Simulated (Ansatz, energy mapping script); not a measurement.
**NiO: energy mapping under LDA+U (1.98 eV)**

Wanted: the magnetic order of NiO, its couplings and an estimate of its ordering temperature, by LDA+U (1.98 eV).

Calculated with Ansatz 0.2.0; LDA with U = 1.98 eV on Ni d, ortho-atomic projectors; plane waves, U on orthogonalised atomic orbitals unless named otherwise, collinear spin, no spin–orbit coupling.

Report form: the programs' logs are mostly left out.

## 1. Starting point

Symmetry: Fm-3m, No. 225, cubic system. Conventional cell: a = 4.172 Å, b = 4.172 Å, c = 4.172 Å, α = 90.00°, β = 90.00°, γ = 90.00°. Ni has 6 O at 2.09 Å nearest. Nearest to O lie 6 Ni at 2.09 Å. Farther neighbours and most contacts between anions are not listed.

The U corrects the self-interaction that lets semilocal functionals spread d and f electrons too far. Its value here is typed, not computed.

## 2. Which atoms carry moments

One run in the crystal's own cell, under LDA with U = 4.8 eV on Ni d, ortho-atomic projectors, shows which elements keep a moment. Transition or f elements with 0.3 μB or more enter the spin model; moments induced on other atoms do not.

Input file input.yaml:

```yaml
crystal:
  lattice:
    - [0.0, 2.085901641, 2.085901641]
    - [2.085901641, 0.0, 2.085901641]
    - [2.085901641, 2.085901641, 0.0]
  atoms:
    - { symbol: Ni, position: [0.0, 0.0, 0.0], spin: 2.0 }
    - { symbol: O, position: [0.5, 0.5, 0.5] }
magnetization:
  spin_polarized: true
kpoints:
  mp_grid: { grid: [11, 11, 11] }
hamiltonian:
  xc: lda
  hubbard:
    sites: [{ species: Ni, l: d, u_eff: 4.8 }]
    projectors: ortho-atomic
scf:
  occupations: { method: fermi_dirac, width: 0.05 }
output:
  eigenvalues: true
```

Command:

```
$ ansatz run input.yaml --threads 4 --pin off --max-ram 8192MiB --backend cpu --events-out ev --progress --plain --runs-dir out
```

It took 1.1 s on 4 threads of Arm Neoverse V2, shared host; peak memory 0.29 GiB.

Spin moment in the sphere by atom:

```
atom  spin moment in the sphere (μB)
 Ni1                            1.65
  O2                            0.28
```

The run ends ferromagnetic; Ni carries the moments.

## 3. Seed run in the crystal's own cell

A corrected shell can settle in several orbital fillings. One parallel run, with an occupation width a fifth wider than the orders use, therefore is to supply the occupation matrices. All orders start from them.

input.yaml, the sections that differ from step 2:

```yaml
kpoints:
  mp_grid: { grid: [9, 9, 9] }
hamiltonian:
  xc: lda
  hubbard:
    sites: [{ species: Ni, l: d, u_eff: 1.98 }]
    projectors: ortho-atomic
scf:
  occupations: { method: fermi_dirac, width: 0.06 }
# crystal, magnetization, output: as in step 2
```

Wall time 0.8 s (4 threads); peak memory 0.27 GiB; 2.4 s of CPU time.

Read from the output:

```
final state                       : ferromagnetic
electrons in the corrected shells : 8.437 e
largest moment                    : 1.541 μB
```

## 4. Run 1 (parallel; cell A, 4 atoms)

Each cell gets its own parallel run on the same mesh, so that most of the mesh error cancels in the differences.

Input file input.yaml:

```yaml
crystal:
  lattice:
    - [0.0, -2.085901641, -2.085901641]
    - [0.0, 2.085901641, -2.085901641]
    - [4.171803282, 0.0, 0.0]
  atoms:
    - { symbol: Ni, position: [0.5, 0.5, 0.5], spin: 2.0 }
    - { symbol: Ni, position: [0.0, 0.0, 0.0], spin: 2.0 }
    - { symbol: O, position: [0.5, 0.5, 0.0] }
    - { symbol: O, position: [0.0, 0.0, 0.5] }
magnetization:
  spin_polarized: true
kpoints:
  mp_grid: { grid: [8, 8, 6] }
hamiltonian:
  xc: lda
  hubbard:
    sites:
      - { species: Ni, l: d, u_eff: 1.98 }
      - { site: 0, l: d, u_eff: 1.98, starting_ns: [{ spin: up, occupation_matrix: ni1_major }, { spin: down, occupation_matrix: ni1_minor }] }
      - { site: 1, l: d, u_eff: 1.98, starting_ns: [{ spin: up, occupation_matrix: ni1_major }, { spin: down, occupation_matrix: ni1_minor }] }
    projectors: ortho-atomic
    occupation_matrices:
      ni1_major:
        matrix:
          - [0.99, 0.0, 0.0, 0.0, 0.0]
          - [0.0, 0.997, 0.0, 0.0, 0.0]
          - [0.0, 0.0, 0.997, 0.0, 0.0]
          - [0.0, 0.0, 0.0, 0.99, 0.0]
          - [0.0, 0.0, 0.0, 0.0, 0.997]
      ni1_minor:
        matrix:
          - [0.246, 0.0, 0.0, 0.0, 0.0]
          - [0.0, 0.991, 0.0, 0.0, 0.0]
          - [0.0, 0.0, 0.991, 0.0, 0.0]
          - [0.0, 0.0, 0.0, 0.246, 0.0]
          - [0.0, 0.0, 0.0, 0.0, 0.991]
scf:
  occupations: { method: fermi_dirac, width: 0.05 }
output:
  eigenvalues: true
  write_density: true
  write_potential: true
  elf: true
  volumetric_format: npy
```

Wall time 2.6 s (4 threads); peak memory 0.41 GiB.

Spin moment in the sphere by atom:

```
atom  spin moment in the sphere (μB)
 Ni1                            1.53
 Ni2                            1.53
  O3                            0.32
  O4                            0.32
```

The run ends ferromagnetic.

Spin density in the ac plane of the conventional cell at fractional y = 0.000, with atoms of Ni and O within 0.2 Å of it.

Ten even steps from '0' (0.0 e/Å³) to '9' (5.2 e/Å³), each cell a mean:
```
62000000000014
20000000000001
00000000000000
00000000000000
00000001000000
00000024100000
10000269410000
00000146200000
00000012000000
00000000000000
00000000000000
10000000000000
41000000000002
94100001000027
```
Columns run along a (4.2 Å), rows up along c (4.2 Å), edges of the conventional cell, whose origin can differ from the input's. Atoms in or near the plane, at fractional coordinates: Ni at (0.50, 0.50), Ni at (0.00, 0.00), O at (0.00, 0.50), O at (0.50, 0.00).

ELF in the ac plane of the conventional cell at fractional y = 0.000, with atoms of Ni and O within 0.2 Å of it. It is the smooth field of the valence electrons, not physical close to the nuclei.

Ten even steps from '_' (0.10) to '@' (0.79), each cell a mean:
```
**==..__**@@%%**@@@@--__::++
::::..__==%%@@@@@@##::__..::
________..==****++--________
--::..__________________::--
@@%%++..__........____--##@@
%%@@%%::__::====--..__++@@@@
==%%@@--__::**##==....**@@**
**@@@@--__::++**==....**@@%%
@@@@##::__..::::::..__==%%@@
**++--________________..==**
..________::----::..________
....____--##@@@@%%++..__....
++--..__++@@@@%%@@%%::__::==
%%==..__**@@**==%%@@--__::**
```
Columns run along a (4.2 Å), rows up along c (4.2 Å), edges of the conventional cell, whose origin can differ from the input's. Atoms in or near the plane, at fractional coordinates: Ni at (0.50, 0.50), Ni at (0.00, 0.00), O at (0.00, 0.50), O at (0.50, 0.00).

## 5. Order 2: compensated +−, cell A of 4 atoms

This order reverses 8 of the 12 neighbours at 2.95 Å, 0 of the 6 neighbours at 4.17 Å and 16 of the 24 neighbours at 5.11 Å, counted for an average magnetic atom.

input.yaml, as its differences from that of step 4:

```diff
@@ -7,3 +7,3 @@
     - { symbol: Ni, position: [0.5, 0.5, 0.5], spin: 2.0 }
-    - { symbol: Ni, position: [0.0, 0.0, 0.0], spin: 2.0 }
+    - { symbol: Ni, position: [0.0, 0.0, 0.0], spin: -2.0 }
     - { symbol: O, position: [0.5, 0.5, 0.0] }
@@ -20,3 +20,3 @@
       - { site: 0, l: d, u_eff: 1.98, starting_ns: [{ spin: up, occupation_matrix: ni1_major }, { spin: down, occupation_matrix: ni1_minor }] }
-      - { site: 1, l: d, u_eff: 1.98, starting_ns: [{ spin: up, occupation_matrix: ni1_major }, { spin: down, occupation_matrix: ni1_minor }] }
+      - { site: 1, l: d, u_eff: 1.98, starting_ns: [{ spin: up, occupation_matrix: ni1_minor }, { spin: down, occupation_matrix: ni1_major }] }
     projectors: ortho-atomic
```

The job ended after 1.6 s (4 threads; peak memory 0.4 GiB; 5.3 s of CPU time).

Spin moment in the sphere by atom:

```
atom  spin moment in the sphere (μB)
 Ni1                            1.55
 Ni2                           -1.55
  O3                           -0.11
  O4                            0.11
```

The run ends antiferromagnetic, 40.20 meV a magnetic atom above the parallel order of its cell (energies taken at zero occupation width, not the printed F).

Spin density in the ac plane of the conventional cell at fractional y = 0.000, with atoms of Ni and O within 0.2 Å of it.

Values in e/Å³, 14 rows by 14 columns, each cell a mean:
```
-3.7 -1.4 -0.4 -0.1  0.0  0.0  0.1  0.2  0.0  0.0  0.0 -0.2 -0.7 -2.3
-1.3 -0.3 -0.1  0.0  0.0  0.0  0.1  0.1  0.0  0.0  0.0  0.0 -0.1 -0.7
-0.2 -0.1  0.0  0.0  0.0  0.0  0.0  0.0  0.0  0.0  0.0  0.0  0.0 -0.2
 0.0  0.0  0.0  0.0  0.0  0.0  0.1  0.1  0.0  0.0  0.0  0.0  0.0  0.0
-0.1  0.0  0.0  0.0  0.0  0.1  0.4  0.7  0.2  0.0  0.0  0.0  0.0  0.0
-0.2  0.0  0.0  0.0  0.1  0.3  1.4  2.4  0.7  0.2  0.0  0.0  0.0 -0.1
-0.2  0.1  0.0  0.0  0.2  1.3  3.7  5.2  2.3  0.7  0.1  0.0  0.1  0.0
-0.2  0.0  0.0  0.0  0.2  0.7  2.4  3.6  1.4  0.4  0.1  0.0  0.0 -0.1
-0.1  0.0  0.0  0.0  0.0  0.1  0.7  1.3  0.3  0.1  0.0  0.0  0.0 -0.1
 0.0  0.0  0.0  0.0  0.0  0.0  0.2  0.2  0.1  0.0  0.0  0.0  0.0  0.0
-0.1  0.0  0.0  0.0  0.0  0.0  0.0  0.0  0.0  0.0  0.0  0.0  0.0 -0.1
-0.7 -0.2  0.0  0.0  0.0  0.0  0.0  0.1  0.0  0.0  0.0  0.0 -0.1 -0.4
-2.4 -0.7 -0.2  0.0  0.0  0.0  0.1  0.2  0.0  0.0  0.0 -0.1 -0.3 -1.4
-5.2 -2.4 -0.7 -0.1  0.0 -0.1 -0.1  0.1 -0.1  0.0  0.0 -0.2 -1.3 -3.7
```
Columns run along a (4.2 Å), rows up along c (4.2 Å), edges of the conventional cell, whose origin can differ from the input's. Atoms in or near the plane, at fractional coordinates: Ni at (0.50, 0.50), Ni at (0.00, 0.00), O at (0.00, 0.50), O at (0.50, 0.00).

ELF in the ac plane of the conventional cell at fractional y = 0.000, with atoms of Ni and O within 0.2 Å of it. It is the smooth field of the valence electrons, not physical close to the nuclei.

Ten even steps from '_' (0.10) to '@' (0.79), each cell a mean:
```
**==..__**@@%%**@@@@--__::++
::::..__==%%@@@@@@##::__..::
________..==****++--________
--::..__________________::--
@@%%++..__........____--##@@
%%@@%%::__::====--..__++@@@@
==%%@@--__::**##==....**@@**
**@@@@--__::++**==....**@@%%
@@@@##::__..::::::..__==%%@@
**++--________________..==**
..________::----::..________
....____--##@@@@%%++..__....
++--..__++@@@@%%@@%%::__::==
%%==..__**@@**==%%@@--__::**
```
Columns run along a (4.2 Å), rows up along c (4.2 Å), edges of the conventional cell, whose origin can differ from the input's. Atoms in or near the plane, at fractional coordinates: Ni at (0.50, 0.50), Ni at (0.00, 0.00), O at (0.00, 0.50), O at (0.50, 0.00).

## 6. Parallel start in cell B (4 atoms)

A new cell needs its own zero of energy.

This run holds the same structure in another cell (c 4.172 → 5.109 Å, α 90.0 → 73.2°, β 90.0 → 73.2°, γ 90.0 → 60.0°).

Input file input.yaml:

```yaml
crystal:
  lattice:
    - [0.0, -2.085901641, -2.085901641]
    - [-2.085901641, 0.0, -2.085901641]
    - [2.085901641, 2.085901641, -4.171803282]
  atoms:
    - { symbol: Ni, position: [0.5, 0.5, 0.5], spin: 2.0 }
    - { symbol: Ni, position: [0.0, 0.0, 0.0], spin: 2.0 }
    - { symbol: O, position: [0.75, 0.75, 0.75] }
    - { symbol: O, position: [0.25, 0.25, 0.25] }
magnetization:
  spin_polarized: true
kpoints:
  mp_grid: { grid: [9, 9, 9] }
hamiltonian:
  xc: lda
  hubbard:
    sites:
      - { species: Ni, l: d, u_eff: 1.98 }
      - { site: 0, l: d, u_eff: 1.98, starting_ns: [{ spin: up, occupation_matrix: ni1_major }, { spin: down, occupation_matrix: ni1_minor }] }
      - { site: 1, l: d, u_eff: 1.98, starting_ns: [{ spin: up, occupation_matrix: ni1_major }, { spin: down, occupation_matrix: ni1_minor }] }
    projectors: ortho-atomic
    occupation_matrices:
      ni1_major:
        matrix:
          - [0.99, 0.0, 0.0, 0.0, 0.0]
          - [0.0, 0.997, 0.0, 0.0, 0.0]
          - [0.0, 0.0, 0.997, 0.0, 0.0]
          - [0.0, 0.0, 0.0, 0.99, 0.0]
          - [0.0, 0.0, 0.0, 0.0, 0.997]
      ni1_minor:
        matrix:
          - [0.246, 0.0, 0.0, 0.0, 0.0]
          - [0.0, 0.991, 0.0, 0.0, 0.0]
          - [0.0, 0.0, 0.991, 0.0, 0.0]
          - [0.0, 0.0, 0.0, 0.246, 0.0]
          - [0.0, 0.0, 0.0, 0.0, 0.991]
scf:
  occupations: { method: fermi_dirac, width: 0.05 }
output:
  eigenvalues: true
```

The job ended after 3.2 s (4 threads; peak memory 0.43 GiB; 12 s of CPU time).

The run ends ferromagnetic. For each magnetic atom its energy differs from the parallel run of the first cell by 1.83 meV, an error that one common reference would have brought in.

## 7. Order 4: compensated +−, cell B of 4 atoms

This order reverses 6 of the 12 neighbours at 2.95 Å, 6 of the 6 neighbours at 4.17 Å and 12 of the 24 neighbours at 5.11 Å, counted for an average magnetic atom.

input.yaml, as its differences from that of step 6:

```diff
@@ -7,3 +7,3 @@
     - { symbol: Ni, position: [0.5, 0.5, 0.5], spin: 2.0 }
-    - { symbol: Ni, position: [0.0, 0.0, 0.0], spin: 2.0 }
+    - { symbol: Ni, position: [0.0, 0.0, 0.0], spin: -2.0 }
     - { symbol: O, position: [0.75, 0.75, 0.75] }
@@ -20,3 +20,3 @@
       - { site: 0, l: d, u_eff: 1.98, starting_ns: [{ spin: up, occupation_matrix: ni1_major }, { spin: down, occupation_matrix: ni1_minor }] }
-      - { site: 1, l: d, u_eff: 1.98, starting_ns: [{ spin: up, occupation_matrix: ni1_major }, { spin: down, occupation_matrix: ni1_minor }] }
+      - { site: 1, l: d, u_eff: 1.98, starting_ns: [{ spin: up, occupation_matrix: ni1_minor }, { spin: down, occupation_matrix: ni1_major }] }
     projectors: ortho-atomic
```

It took 1.9 s on 4 threads; peak memory 0.43 GiB.

The run ends antiferromagnetic, 259.01 meV a magnetic atom below the parallel order of its cell.

## 8. Run 5 (parallel; cell C, 6 atoms)

Input file input.yaml:

```yaml
crystal:
  lattice:
    - [0.0, 2.085901641, 2.085901641]
    - [-2.085901641, 0.0, -2.085901641]
    - [-4.171803282, -4.171803282, 4.171803282]
  atoms:
    - { symbol: Ni, position: [0.0, 0.0, 0.0], spin: 2.0 }
    - { symbol: Ni, position: [0.333333333, 0.666666667, 0.666666667], spin: 2.0 }
    - { symbol: Ni, position: [0.666666667, 0.333333333, 0.333333333], spin: 2.0 }
    - { symbol: O, position: [0.666666667, 0.333333333, 0.833333333] }
    - { symbol: O, position: [0.0, 0.0, 0.5] }
    - { symbol: O, position: [0.333333333, 0.666666667, 0.166666667] }
magnetization:
  spin_polarized: true
kpoints:
  mp_grid: { grid: [9, 9, 3] }
hamiltonian:
  xc: lda
  hubbard:
    sites:
      - { species: Ni, l: d, u_eff: 1.98 }
      - { site: 0, l: d, u_eff: 1.98, starting_ns: [{ spin: up, occupation_matrix: ni1_major }, { spin: down, occupation_matrix: ni1_minor }] }
      - { site: 1, l: d, u_eff: 1.98, starting_ns: [{ spin: up, occupation_matrix: ni1_major }, { spin: down, occupation_matrix: ni1_minor }] }
      - { site: 2, l: d, u_eff: 1.98, starting_ns: [{ spin: up, occupation_matrix: ni1_major }, { spin: down, occupation_matrix: ni1_minor }] }
    projectors: ortho-atomic
    occupation_matrices:
      ni1_major:
        matrix:
          - [0.99, 0.0, 0.0, 0.0, 0.0]
          - [0.0, 0.997, 0.0, 0.0, 0.0]
          - [0.0, 0.0, 0.997, 0.0, 0.0]
          - [0.0, 0.0, 0.0, 0.99, 0.0]
          - [0.0, 0.0, 0.0, 0.0, 0.997]
      ni1_minor:
        matrix:
          - [0.246, 0.0, 0.0, 0.0, 0.0]
          - [0.0, 0.991, 0.0, 0.0, 0.0]
          - [0.0, 0.0, 0.991, 0.0, 0.0]
          - [0.0, 0.0, 0.0, 0.246, 0.0]
          - [0.0, 0.0, 0.0, 0.0, 0.991]
scf:
  occupations: { method: fermi_dirac, width: 0.05 }
output:
  eigenvalues: true
```

The job ended after 2.8 s (4 threads; peak memory 0.44 GiB; 10 s of CPU time).

The run ends ferromagnetic. For each magnetic atom its energy differs from the parallel run of the first cell by 1.87 meV, an error that one common reference would have brought in.

## 9. Order 6: uncompensated ++−, cell C of 6 atoms

This order reverses 4 of the 12 neighbours at 2.95 Å, 4 of the 6 neighbours at 4.17 Å and 12 of the 24 neighbours at 5.11 Å, counted for an average magnetic atom.

input.yaml, as its differences from that of step 8:

```diff
@@ -8,3 +8,3 @@
     - { symbol: Ni, position: [0.333333333, 0.666666667, 0.666666667], spin: 2.0 }
-    - { symbol: Ni, position: [0.666666667, 0.333333333, 0.333333333], spin: 2.0 }
+    - { symbol: Ni, position: [0.666666667, 0.333333333, 0.333333333], spin: -2.0 }
     - { symbol: O, position: [0.666666667, 0.333333333, 0.833333333] }
@@ -23,3 +23,3 @@
       - { site: 1, l: d, u_eff: 1.98, starting_ns: [{ spin: up, occupation_matrix: ni1_major }, { spin: down, occupation_matrix: ni1_minor }] }
-      - { site: 2, l: d, u_eff: 1.98, starting_ns: [{ spin: up, occupation_matrix: ni1_major }, { spin: down, occupation_matrix: ni1_minor }] }
+      - { site: 2, l: d, u_eff: 1.98, starting_ns: [{ spin: up, occupation_matrix: ni1_minor }, { spin: down, occupation_matrix: ni1_major }] }
     projectors: ortho-atomic
```

The job ended after 3 s (4 threads; peak memory 0.45 GiB; 11 s of CPU time).

The run ends ferrimagnetic, 186.47 meV a magnetic atom below the parallel order of its cell.

[end of part 1 of 2]

[Logs and program files are shortened in this print: banners, set-up blocks, solver, clock and traceback lines can be left out without a mark of their own.]

[Logs are printed without paths, hosts, clocks, repeated set-up lines and the standing remarks that a program may print on its own settings, such as how far it seeks lower states.]

[Hosts, paths, dates, database ids (printed as entryN), source tags and the programs' standing remarks are cut or masked in the printed files.]

[Where a cell is said to come from a database of computed structures, the database is the Materials Project.]
